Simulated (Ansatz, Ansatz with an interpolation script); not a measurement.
Rows from a G0W0 calculation on Ac2O3 (P-3m1) (Ansatz 0.2.0; G0W0 on LDA, plane waves, PAW; PAW set ansatz+soft_1; 6×6×4 mesh, 378 empty bands, screening to 150 eV, PAW set soft_1 files), in eV. Spin-orbit coupling is left out.

The database entry behind the starting cell is an old determination (1949), so it need not match the best structure at ambient conditions.

```tsv
row	k	band	start	Σx	Σc at the solution	Vxc
A	(0.000, -0.500, -0.500)	v2	11.272	-24.821	4.060	-20.175
B	Γ	v2	11.098	-24.003	4.163	-19.261
C	Γ	v1	11.326	-24.495	4.155	-19.795
D	Γ	c1	14.992	-6.769	-3.963	-11.521
E	(0.000, -0.500, -0.500)	v1	11.590	-24.970	4.114	-20.313
F	(0.000, -0.500, -0.500)	c1	16.349	-8.768	-4.383	-14.252
```

Question: Give the quasiparticle energies and the shift of each level.

The quasiparticle equation reads E = start + Σx + Σc(E) − Vxc.

```tsv
row	E (eV)	shift (eV)
A	10.685	−0.586
B	10.519	−0.579
C	10.781	−0.545
D	15.781	+0.789
E	11.046	−0.543
F	17.450	+1.100
```

The gap over the computed points goes from 3.40 eV to 4.73 eV.

Limits: not at the basis limit; f levels unsure; no spin-orbit coupling.

[Paths, hosts, dates, memory and timing lines, banners, echoed tables and standing remarks are left out of the program output.]

[Logs are printed without paths, hosts, clocks, repeated set-up lines and the standing remarks that a program may print on its own settings, such as how far it seeks lower states.]

[Runs of the session that timed out or met a known fault of the program may be left out.]

[Hosts, paths, dates, database ids (printed as entryN), source tags and the programs' standing remarks are cut or masked in the printed files.]
